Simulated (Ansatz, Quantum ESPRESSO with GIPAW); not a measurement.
# Two fields, one site: δ_iso and P_Q of 23Na in Na3WClO4

The line of one Na site of Na3WClO4 (atom 9; NaO4Cl2; site symmetry 4mm) is simulated from calculated parameters (GIPAW shift with PBEsol, against aqueous Na+; field gradient by Ansatz). Under fast MAS the central transition of 23Na (spin 3/2, |γ|/2π = 11.2688 MHz/T) has its centre of gravity at 5.99 ppm at 11.7 T and at 7.41 ppm at 20 T. The cell is the P4/nmm form of a database entry, atoms relaxed, static and at 0 K, with no spin-orbit coupling beside its heavy atoms.

**Task.** Recover the isotropic shift and the quadrupolar product P_Q. What does that say of C_Q?

1. The centre of gravity is δ_cg = δ_iso − (3/40) F (P_Q/ν0)² × 10⁶, with F = [I(I+1) − 3/4]/[I²(2I−1)²] = 0.3333: a straight line in 1/ν0².

2. ν0 = 131.85 and 225.38 MHz, so 1/ν0² = 5.7527e-05 and 1.9687e-05 MHz⁻².

3. The slope is (5.99 − 7.41) / (5.7527e-05 − 1.9687e-05) = -3.7527e+04 ppm MHz², and the intercept δ_iso = 7.41 − slope × 1.9687e-05 = 8.1 ppm.

4. P_Q = √(−slope / [(3/40) F × 10⁶]) = 1.23 MHz.

5. P_Q = |C_Q|√(1 + η²/3), so |C_Q| lies between 1.06 (η = 1) and 1.23 MHz (η = 0); the axis through the site fixes η = 0. The calculation has |C_Q| = 1.23 MHz, η_Q = 0.00 and δ_iso = 8.2 ppm. Reading the 11.7 T position as the shift would be off by -2.2 ppm.

[Hosts, paths, dates, database ids (printed as entryN), source tags and the programs' standing remarks are cut or masked in the printed files.]
